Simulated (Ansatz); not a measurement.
**What LiTaS3 (model cell, started as cubic perovskite with Ta in the octahedra) distorts into**

Wanted: the energy along a soft mode of LiTaS3 (model cell, started as cubic perovskite with Ta in the octahedra) and the structure at the end.

Calculated with Ansatz 0.2.0; DFT PBEsol, scalar-relativistic, plane waves, PAW; PAW set soft_1.

The structure was built from a prototype and need not be the compound's stable phase.

### Step 1. Starting point

The structure is cubic, space group Pm-3m (No. 221). Conventional cell: a = 4.770 Å, b = 4.770 Å, c = 4.770 Å, α = 90.00°, β = 90.00°, γ = 90.00°. Nearest to Li lie 12 S at 3.37 Å. Nearest to Ta lie 6 S at 2.39 Å. S has 2 Ta at 2.39 Å nearest. Farther neighbours and most contacts between anions are not listed.

### Step 2. The dispersion

The cell comes from relaxations at this level that are not shown. Stability and thermal properties need the whole zone. Linear response on a 2×2×2 q mesh gives force constants as far as a supercell of that size would.

Input file input.yaml:

```yaml
crystal:
  lattice:
    - [4.7703316616, 0.0, 0.0]
    - [0.0, 4.7703316616, 0.0]
    - [0.0, 0.0, 4.7703316616]
  atoms:
    - { symbol: Li, position: [0.0, 0.0, 0.0] }
    - { symbol: Ta, position: [0.5, 0.5, 0.5] }
    - { symbol: S, position: [0.5, 0.5, 0.0] }
    - { symbol: S, position: [0.5, 0.0, 0.5] }
    - { symbol: S, position: [0.0, 0.5, 0.5] }
kpoints:
  mp_grid: { grid: [8, 8, 8] }
hamiltonian:
  xc: pbesol
  pseudopotentials: { kind: paw, azcp: { folder: soft_1 }, xc_functional: pbe }
scf:
  occupations: { method: methfessel_paxton, width: 0.2 }
output:
  eigenvalues: true
phonons:
  method: dfpt
  qmesh: [2, 2, 2]
  temperatures: { t_max: 1000, t_step: 50 }
  qpath:
    path:
      - [[0.0, 0.0, 0.0], [0.0, 0.5, 0.0], [0.5, 0.5, 0.0], [0.0, 0.0, 0.0], [0.5, 0.5, 0.5], [0.0, 0.5, 0.0]]
      - [[0.5, 0.5, 0.5], [0.5, 0.5, 0.0]]
    npoints: 10
```

Launch:

```console
$ ansatz run input.yaml --threads 8 --pin off --max-ram 16384MiB --backend cpu --events-out ev --progress --plain --runs-dir out
```

Numbers of over 12 decimals in the logs are rounded to 6 here.

The log of the run:

```text
Engine: ansatz 0.2.0, aarch64-unknown-linux-gnu
Pseudopotentials: kind: paw
Pseudopotential: Li, paw, valence charge 3, recommended cutoff 420 eV (normal), soft_1/Li.paw.azcp
Pseudopotential: Ta, paw, valence charge 13, recommended cutoff 420 eV (normal), soft_1/Ta.paw.azcp
Pseudopotential: S, paw, valence charge 6, recommended cutoff 420 eV (normal), soft_1/S.paw.azcp
Functional definition: PBEsol
  exchange = pbesol_x
  correlation = pbesol_c
Crystal: 5 atoms, lattice volume = 108.554 Å³
Basis set: ecut = 420 eV, 2103 PW (Γ), exchange–correlation on 64×64×64 points (8 copies of the dense FFT grid, shifted against one another)
Bands: 22, of which v1, the nominal top of the filled ones, is band 17 counted from 1 (16 counted from 0)
Symmetry: 48 space group operations
k-points: 35 of 512
Non-local potential: Li, projectors of the file, l = 0: 3, l = 1: 2, l = 2: 1
Non-local potential: Ta, projectors of the file, l = 0: 3, l = 1: 2, l = 2: 2, l = 3: 1
Non-local potential: S, projectors of the file, l = 0: 2, l = 1: 2, l = 2: 1
PAW form: soft (Blöchl's): semilocal exchange-correlation on the pseudo side does not see the compensation charge
PAW frozen core: Ta, regenerated for the run's functional, and the local potential with it (the file was generated under x = pbe(κ = 0.804, μ = 0.219515), c = pbe(β = 0.066725))
PAW frozen core: S, regenerated for the run's functional, and the local potential with it (the file was generated under x = pbe(κ = 0.804, μ = 0.219515), c = pbe(β = 0.066725))
PAW one-centre angular grid: Li, 110 points (default); XC on 64 Gauss nodes
PAW one-centre angular grid: Ta, 590 points (default); XC on 64 Gauss nodes
PAW one-centre angular grid: S, 110 points (default); XC on 64 Gauss nodes
Initial density: superposition of atomic densities (chi_scale 0.1, normalization cell, long waves kept (reshape's long-wave potential 0.00 eV rms))
Initial wavefunctions: pseudopotential atomic-orbital guess
Functional: x = pbesol(κ = 0.804, μ = 0.123457), c = pbesol(β = 0.046)
SCF iter   1: F=—  HF=-12669.310955 eV  |F-HF|=—  |Δ(HF+E_count)|=         —  Δρ=3.06e-2  dr2=1.79e0  ethr=3.10e-3  ⟨swp⟩=6.1  Hψ=4118  notcnv=0
preconditioner: auto → Kerker (q_TF=auto, 2.248 Å⁻¹)  [metal: Δε(μ)=0.015 eV  Ē_g=7.791 eV  σ=0.200 eV  W_gap=0.06  n_scr=18 (ndim 8)  ℏωp=17.5 eV  f_vac=0.000  D(μ)=4.43/eV (n_scr^D=32)]
SCF iter   2: F=—  HF=-12669.045177 eV  |F-HF|=—  |Δ(HF+E_count)|=   2.66e-1  S|Δr|=    0.00e0  Δρ=1.70e-2  dr2=6.10e-1  ethr=3.10e-3  ⟨swp⟩=1.1  Hψ=1063  notcnv=0
SCF iter   3: F=—  HF=-12668.919152 eV  |F-HF|=—  |Δ(HF+E_count)|=   1.26e-1  S|Δr|=    0.00e0  Δρ=4.17e-3  dr2=5.46e-2  ethr=1.80e-3  ⟨swp⟩=3.0  Hψ=1291  notcnv=0
SCF iter   4: F=—  HF=-12668.913041 eV  |F-HF|=—  |Δ(HF+E_count)|=   6.11e-3  S|Δr|=    0.00e0  Δρ=1.49e-3  dr2=8.04e-3  ethr=1.61e-4  ⟨swp⟩=1.9  Hψ=1285  notcnv=0  defer=15
SCF iter   5: F=—  HF=-12668.911948 eV  |F-HF|=—  |Δ(HF+E_count)|=   1.09e-3  S|Δr|=    0.00e0  Δρ=5.60e-4  dr2=6.07e-4  ethr=2.37e-5  ⟨swp⟩=2.2  Hψ=1056  notcnv=0  defer=15
SCF iter   6: F=—  HF=-12668.911915 eV  |F-HF|=—  |Δ(HF+E_count)|=   3.33e-5  S|Δr|=    0.00e0  Δρ=1.61e-4  dr2=3.90e-5  ethr=1.79e-6  ⟨swp⟩=2.1  Hψ=987  notcnv=0  defer=15
SCF iter   7: F=—  HF=-12668.911944 eV  |F-HF|=—  |Δ(HF+E_count)|=   2.92e-5  S|Δr|=    0.00e0  Δρ=3.55e-5  dr2=1.89e-6  ethr=1.15e-7  ⟨swp⟩=2.0  Hψ=1303  notcnv=0  defer=15
SCF iter   8: F=—  HF=-12668.911948 eV  |F-HF|=—  |Δ(HF+E_count)|=   4.43e-6  S|Δr|=    0.00e0  Δρ=1.05e-5  dr2=1.58e-7  ethr=5.55e-9  ⟨swp⟩=2.1  Hψ=1063  notcnv=0  defer=15
SCF iter   9: F=—  HF=-12668.911948 eV  |F-HF|=—  |Δ(HF+E_count)|=   1.66e-7  S|Δr|=    0.00e0  Δρ=1.85e-6  dr2=3.43e-9  ethr=4.63e-10  ⟨swp⟩=2.1  Hψ=1061  notcnv=0  defer=15
SCF iter  10: F=—  HF=-12668.911948 eV  |F-HF|=—  |Δ(HF+E_count)|=   6.39e-9  S|Δr|=    0.00e0  Δρ=4.29e-7  dr2=2.46e-10  ethr=1.01e-11  ⟨swp⟩=2.0  Hψ=1312  notcnv=0  defer=15
SCF iter  11: F=-12668.911948 eV  HF=-12668.911948 eV  |F-HF|=1.82e-12  |Δ(HF+E_count)|=  2.62e-10  S|Δr|=    0.00e0  Δρ=7.98e-8  dr2=7.69e-12  ethr=1.00e-12  ⟨swp⟩=9.4  Hψ=4683  notcnv=0
SCF 1 converged in 11 iterations: F = -12668.911948 eV  dr2 = 7.69e-12
  greatest PAW one-centre occupation: 0.999 electrons in one spin orbital (limit 2), on the Li atom at site 0 (counted from 0), in its partial waves of l = 0
Initial density: read from a saved state, or passed on in memory by an earlier SCF of this step, an earlier step, the calling program or the single point that the run made first
iter 1 solved again at ethr=1.74e-6 eV; its pass at ethr=3.10e-3 eV (dr2=5.93e-4 eV) is discarded
SCF iter   1: F=—  HF=-12668.911948 eV  |F-HF|=—  |Δ(HF+E_count)|=         —  Δρ=2.21e-6  dr2=3.69e-9  ethr=1.74e-6  ⟨swp⟩=3.1  Hψ=6149  notcnv=0
eigensolver tolerance schedule: the retry pair's looser diagonalisation over-reported the residual by 160849.10 of it (diagonalisation noise at an unbounded share of the residual, at the tolerance the schedule requests for it); recorded, not acted on — ethr = c·dr2/N_el stays at c = 1.0e-1
preconditioner: auto → LDOS  [insulator: Δε(μ)=0.130 eV  Ē_g=7.866 eV  σ=0.200 eV  W_gap=0.52  n_scr=18 (ndim 8)  ℏωp=17.5 eV  f_vac=0.016  D(μ)=1.69/eV (n_scr^D=6)  ε∞_Penn≈5.9  β→1.0]
SCF iter   2: F=—  HF=-12668.911948 eV  |F-HF|=—  |Δ(HF+E_count)|=   7.74e-7  S|Δr|=    0.00e0  Δρ=2.53e-6  dr2=5.62e-9  ethr=1.08e-11  ⟨swp⟩=4.6  Hψ=2260  notcnv=0
SCF iter   3: F=—  HF=-12668.911948 eV  |F-HF|=—  |Δ(HF+E_count)|=   1.26e-9  S|Δr|=    0.00e0  Δρ=1.17e-6  dr2=9.79e-10  ethr=1.08e-11  ⟨swp⟩=2.0  Hψ=1186  notcnv=0
SCF iter   4: F=—  HF=-12668.911948 eV  |F-HF|=—  |Δ(HF+E_count)|=  1.27e-10  S|Δr|=    0.00e0  Δρ=8.00e-7  dr2=4.98e-10  ethr=2.88e-12  ⟨swp⟩=1.0  Hψ=770  notcnv=0
SCF iter   5: F=—  HF=-12668.911948 eV  |F-HF|=—  |Δ(HF+E_count)|=  5.82e-11  S|Δr|=    0.00e0  Δρ=5.72e-7  dr2=2.50e-10  ethr=1.47e-12  ⟨swp⟩=1.0  Hψ=770  notcnv=0
SCF iter   6: F=-12668.911948 eV  HF=-12668.911948 eV  |F-HF|=3.64e-12  |Δ(HF+E_count)|=  6.00e-11  S|Δr|=    0.00e0  Δρ=3.41e-8  dr2=8.42e-13  ethr=1.00e-12  ⟨swp⟩=2.1  Hψ=2437  notcnv=0
SCF 2 converged in 6 iterations: F = -12668.911948 eV  dr2 = 8.42e-13
phonons: the bands overlap, so this run is a metal and interpolates without the dipole-dipole term. If the crystal is really an insulator or semiconductor, its LO-TO splitting is missing
NSCF: frozen V_eff on 35 k-points
WARN: eigensolver did not converge in 12 slots of this pass, the one above among them; of largest residual over every band (k=31): 1 band(s) unlocked (lowest unlocked band 21, counted from 0; max residual 1.36e-2 eV among the unlocked bands, 1.36e-2 eV over every band); of lowest unlocked band (k=0): band 21
NSCF: frozen V_eff on 125 k-points
DFPT response loops at q = (0, 0, 0) (fractional): preconditioner auto → Kerker (q_TF=auto, 2.248 Å⁻¹) (partly filled bands, converged f_vac=0.016); β = 1.00, the filter's whole step (`scf.mixing.beta` (0.50) is not read by the response loops under this deck's `scf.mixing.preconditioner`; to damp them name `kerker` or `kerker_dos`, under which they read `scf.mixing.beta`, and type it under 1.00, their step now; both keys bind the ground state too); Broyden in place of MSR1
NSCF: frozen V_eff on 250 k-points
DFPT response loops at q = (0, 0, -0.5) (fractional): mixed as the last ones told, above
NSCF: frozen V_eff on 250 k-points
DFPT response loops at q = (0, -0.5, -0.5) (fractional): mixed as the last ones told, above
NSCF: frozen V_eff on 250 k-points
DFPT response loops at q = (-0.5, -0.5, -0.5) (fractional): mixed as the last ones told, above
SCF converged after 11 iterations
Stability not checked: this state was not tested for a lower state beside it, because cold or Methfessel-Paxton smearing, or corrected tetrahedra, fill the levels in a way that the test cannot read (fill_not_monotonic; see scf.lower_state_search)
Free energy (F): -12668.911948 eV
Harris-Foulkes:  -12668.911948 eV  (|F-HF|=1.82e-12)
Internal energy: -12668.915412 eV  (E = F + TS)
E sigma→0 (E₀):  -12668.912814 eV
Entropy (-TS):   0.003463 eV (0.693 meV/atom)
Fermi energy:    6.144725 eV
Step filling:    the computed levels leave a gap of 0.1305 eV = 0.7 smearing widths at the electron count; against every level under it full and every level over it empty, smearing changes F+E_penalty+E_count by +4.726 meV and its σ→0 estimate by +3.861 meV
--- Per-component energies (eV) ---
  E_band       = -366.229504
  E_kinetic    = 723.524629
  E_local      = -1927.085103  (includes V_loc(G=0)·N_el)
  E_nonlocal   = 75.617315
  E_hartree    = 701.745259
  E_xc         = -590.672756
  E_vxc        = -491.291299  (∫ρ·V_xc dr)
  E_paw        = -9980.675468  (= ΣΔE_a)
  E_vpaw       = -150.485837  (= ΣTr[D̂ρ^β])
  E_aug_tail   = 0.000360  (compensation charges beyond the density's cutoff)
  E_ewald      = -1671.769209
  E_core_change = 0.399561  (= ΣΔE_core)
  E_smearing   = 0.003463  (= −TS)
  E_closure    = -0.000000  (closes the sum)
  Σ components = -12668.911948   (vs F -12668.911948, Δ=0.00e0)
--- Band table (eV; the first three rows and the last of 35) ---
  k-point 0: bands = [... 13 lower, 4.8180, 5.4032, 5.4032, 5.4032, 5.4200, 5.4200, 5.4200, 8.1426, ... 1 higher]
  k-point 1: bands = [... 13 lower, 4.7381, 4.8152, 5.2177, 5.2177, 5.4287, 6.2613, 6.2613, 8.1517, ... 1 higher]
  k-point 2: bands = [... 13 lower, 3.9793, 4.5576, 5.2257, 5.2257, 5.4498, 7.2693, 7.2693, 8.1702, ... 1 higher]
  k-point 34: bands = [... 13 lower, 1.2156, 6.2480, 6.2480, 6.2480, 8.4899, 8.8941, 8.8941, 8.8941, ... 1 higher]
--- Phonons (Γ-DFPT): 4 representative perturbations + reference (Σ response iterations 12) ---
  ASR residual: 2.978e-5 → 0.000e0 eV/Å²; symmetrization residual: 8.643e-7 eV/Å²
  ASR residual per site (eV/Å²): 4.76e-6 2.98e-5 2.04e-5 2.04e-5 2.04e-5
  Γ frequencies (cm⁻¹): -176.61 -176.61 -176.61 0.00 0.00 0.00 40.43 40.43 40.43 56.86 56.86 56.86 363.09 363.09 363.09
--- Phonons (arbitrary-q DFPT): 4 irreducible q on the 2×2×2 mesh ---
  q = [0.0000, 0.0000, 0.0000] (star 1, of the zone-centre solve; hermiticity 1.33e-7, symmetrization 5.99e-14): -176.61 -176.61 -176.61 -0.00 0.00 0.00 40.43 40.43 40.43 56.86 56.86 56.86 363.09 363.09 363.09
  q = [0.0000, 0.0000, -0.5000] (star 3, 9 solved perturbations in 975 linear systems a pass and spin channel, the states on 125 of 512 k-point pairs; hermiticity 2.01e-7, symmetrization 2.22e-8): -169.66 -169.66 -134.73 -25.44 -25.44 52.85 52.85 95.38 123.61 135.94 135.94 193.71 360.05 360.05 456.92
  q = [0.0000, -0.5000, -0.5000] (star 3, 9 solved perturbations in 975 linear systems a pass and spin channel, the states on 125 of 512 k-point pairs; hermiticity 6.18e-7, symmetrization 4.22e-7): -164.37 -164.37 -159.51 -130.82 -34.78 117.81 117.81 130.16 130.16 188.81 188.81 196.65 204.67 357.47 490.94
  q = [-0.5000, -0.5000, -0.5000] (star 1, 4 solved perturbations in 350 linear systems a pass and spin channel, the states on 125 of 512 k-point pairs; hermiticity 3.65e-8, symmetrization 2.18e-8): -167.50 -167.50 -167.50 -142.81 -142.81 -130.08 -130.08 -130.08 172.13 172.13 172.13 202.94 202.94 202.94 516.16
  sum rule: each row above includes the acoustic sum rule's correction from the zone centre's row sums; it moved no ω² by more than (0.43 cm⁻¹)²
  mesh force constants: q→R imaginary residual 2.40e-18; ASR residual 2.978e-5 → 0.000e0 eV/Å²; symmetrization residual 1.243e-14 eV/Å²
  interpolated dispersion: 62 rows × 15 modes
  density of states and harmonic sums: on the 14×14×14 q-mesh, interpolated from the force constants of a 2×2×2 supercell (no non-analytic term)
  largest difference from the sums on the solved wave vectors: F 2.26e-1 eV, S 3.00e-4 and C_V 7.60e-5 eV/K
  zero-point energy: 0.120400 eV/cell   skipped modes (ω ≤ 0): 575, of them read as no rigid motion or as one in doubt: 572 (4.630e0 modes/cell left out, lowest -176.61 cm⁻¹)   left out of the sums: 3.09e-1 of the cell's modes: C_V's classical limit lies that fraction below 3 k_B per atom; for a crystal, a wire or a layer, F and S can be off by more, and a phonons.interpolated_qmesh denser along its periods is the remedy for the sampling
```

Run time: 66 s. Hardware: 8 threads of Arm Neoverse V2, shared host; peak memory 1.1 GiB; 8.2 min of CPU time.

This step gave:

```
volume per atom                                         : 21.71 Å³
gap on the k-mesh                                       : 0 eV
sum-rule residual before enforcement                    : 2.98e-5 eV/Å²
lowest frequency on the path                            : -176.6 cm⁻¹
point group                                             : m-3m
highest frequency on the path or at a solved wavevector : 516.2 cm⁻¹
highest optical mode at the zone centre (no LO-TO term) : 363.1 cm⁻¹
lowest optical zone-centre mode                         : -176.6 cm⁻¹
lowest mode on the q mesh (acoustic modes at Γ apart)   : -176.6 cm⁻¹
```

Frequencies (cm⁻¹) solved at each irreducible wavevector; negative means imaginary. Frequencies by wavevector, by row:

```
q in reciprocal lattice units  star  mode 1  mode 2  mode 3  mode 4  mode 13  mode 14  mode 15
                        0 0 0     1  -176.6  -176.6  -176.6       0    363.1    363.1    363.1
                     0 0 -0.5     3  -169.7  -169.7  -134.7   -25.4    360.1    360.1    456.9
                  0 -0.5 -0.5     3  -164.4  -164.4  -159.5  -130.8    204.7    357.5    490.9
               -0.5 -0.5 -0.5     1  -167.5  -167.5  -167.5  -142.8    202.9    202.9    516.2
```

Interpolated from a 2×2×2 q mesh. Phonon branches along the path, in cm⁻¹:

```
    point  branch 1  branch 2  branch 3  branch 4  branch 12  branch 13  branch 14  branch 15
        Γ      -177      -177      -177         0         57        363        363        363
  halfway      -173      -173      -155       -14        140        362        362        409
        X      -170      -170      -135       -25        194        360        360        457
  halfway      -167      -165      -153       -82        200        288        359        477
        M      -164      -164      -160      -131        197        205        358        491
  halfway      -169      -164      -161       -59        170        323        361        447
        Γ      -177      -177      -177         0         57        363        363        363
  halfway      -164      -164      -163       -63        176        299        299        480
        R      -168      -168      -168      -143        203        203        203        516
  halfway      -166      -165      -160       -89        203        242        272        501
        X      -170      -170      -135       -25        194        360        360        457
jump to R      -168      -168      -168      -143        203        203        203        516
  halfway      -166      -166      -164      -130        197        204        222        512
        M      -164      -164      -160      -131        197        205        358        491
```

Symmetry leaves 4 wavevectors to solve. The lowest mode among them, the acoustic zeros apart, lies at Γ and is imaginary, 176.6i cm⁻¹, so the energy falls along it.

### Step 3. The mode frozen in, largest atomic shift 0 Å

The mode followed lies at Γ with frequency 176.6i cm⁻¹ and is 3-fold degenerate, the softest among the wavevectors solved. At small amplitude the distorted cell has space group no. 160 by a symmetry search on the positions. The undistorted cell that holds it gives the zero of energy on the same k mesh.

input.yaml, the sections that differ from step 2:

```yaml
output:
  forces: true
  stress: true
  eigenvalues: true
# crystal, kpoints, hamiltonian, scf: as in step 2
# phonons: removed
```

The log of the run:

```text
[...]
Crystal: 5 atoms, lattice volume = 108.554 Å³
Basis set: ecut = 420 eV, 2103 PW (Γ), exchange–correlation on 64×64×64 points (8 copies of the dense FFT grid, shifted against one another)
Bands: 22, of which v1, the nominal top of the filled ones, is band 17 counted from 1 (16 counted from 0)
Symmetry: 48 space group operations
[...]
k-points: 35 of 512
[...]
k-point 0: bands = [... 13 lower, 4.8180, 5.4032, 5.4032, 5.4032, 5.4200, 5.4200, 5.4200, 8.1426, ... 1 higher]
  k-point 1: bands = [... 13 lower, 4.7381, 4.8152, 5.2177, 5.2177, 5.4287, 6.2613, 6.2613, 8.1517, ... 1 higher]
  k-point 2: bands = [... 13 lower, 3.9793, 4.5576, 5.2257, 5.2257, 5.4498, 7.2693, 7.2693, 8.1702, ... 1 higher]
  k-point 34: bands = [... 13 lower, 1.2156, 6.2480, 6.2480, 6.2480, 8.4899, 8.8941, 8.8941, 8.8941, ... 1 higher]
[key lines of the parts left out:]
SCF converged after 9 iterations
Free energy (F): -12668.911948 eV
Fermi energy:    6.144725 eV
P = ⅓ Tr σ = -0.0068 GPa (-0.068 kbar)
```

Elapsed: 0.82 s, on 8 threads; peak memory 0.48 GiB.

This step gave:

* pressure: -0.006770 GPa
* energy from the undistorted cell: 0 meV/atom

The run ends at a pressure of -0.01 GPa.

### Step 4. The mode frozen in, largest atomic shift 0.6 Å

The atoms are moved along the unstable eigenvector, the largest shift by 0.6 Å, with the cell fixed.

input.yaml, the sections that differ from step 3:

```yaml
crystal:
  lattice:
    - [4.7703316616, 0.0, 0.0]
    - [0.0, 4.7703316616, 0.0]
    - [0.0, 0.0, 4.7703316616]
  atoms:
    - { symbol: Li, position: [0.0726176262, -0.0726176262, -0.0726176262] }
    - { symbol: Ta, position: [0.4995435658, 0.5004564342, 0.5004564342] }
    - { symbol: S, position: [0.4948557623, 0.5051442377, 0.0028548658] }
    - { symbol: S, position: [0.4948557623, 0.0028548658, 0.5051442377] }
    - { symbol: S, position: [-0.0028548658, 0.5051442377, 0.5051442377] }
# kpoints, hamiltonian, scf, output: as in step 3
```

The log of the run:

```text
[...]
Crystal: 5 atoms, lattice volume = 108.554 Å³
Basis set: ecut = 420 eV, 2103 PW (Γ), exchange–correlation on 64×64×64 points (8 copies of the dense FFT grid, shifted against one another)
Bands: 22, of which v1, the nominal top of the filled ones, is band 17 counted from 1 (16 counted from 0)
Symmetry: 6 space group operations
[...]
k-points: 65 of 512 (time reversal used)
[...]
k-point 0: bands = [... 13 lower, 4.7683, 5.2101, 5.2862, 5.2862, 5.4115, 5.4115, 5.4237, 8.0708, ... 1 higher]
  k-point 1: bands = [... 13 lower, 4.6318, 4.7462, 5.1093, 5.1269, 5.3917, 6.1498, 6.2084, 8.0803, ... 1 higher]
  k-point 2: bands = [... 13 lower, 3.9254, 4.4478, 5.1081, 5.1300, 5.4127, 7.1498, 7.2138, 8.0996, ... 1 higher]
  k-point 64: bands = [... 13 lower, 1.1630, 6.1349, 6.1349, 6.1984, 8.6096, 8.8321, 8.8321, 8.9183, ... 1 higher]
[key lines of the parts left out:]
SCF converged after 9 iterations
Free energy (F): -12669.042068 eV
Fermi energy:    6.054732 eV
P = ⅓ Tr σ = 0.2925 GPa (2.925 kbar)
```

It took 1.9 s on 8 threads; peak memory 0.48 GiB.

Numbers from this step:

| Quantity | Value |
| --- | --- |
| pressure | 0.2925 GPa |
| energy from the undistorted cell | -26.04 meV/atom |

The energy, extrapolated to zero smearing, is -26.04 meV/atom against the undistorted cell.

The run ends at a pressure of 0.29 GPa, with forces up to 0.34 eV/Å.

[end of part 1 of 2]

[Logs are printed without paths, hosts, clocks, repeated set-up lines and the standing remarks that a program may print on its own settings, such as how far it seeks lower states.]

[Hosts, paths, dates, database ids (printed as entryN), source tags and the programs' standing remarks are cut or masked in the printed files.]
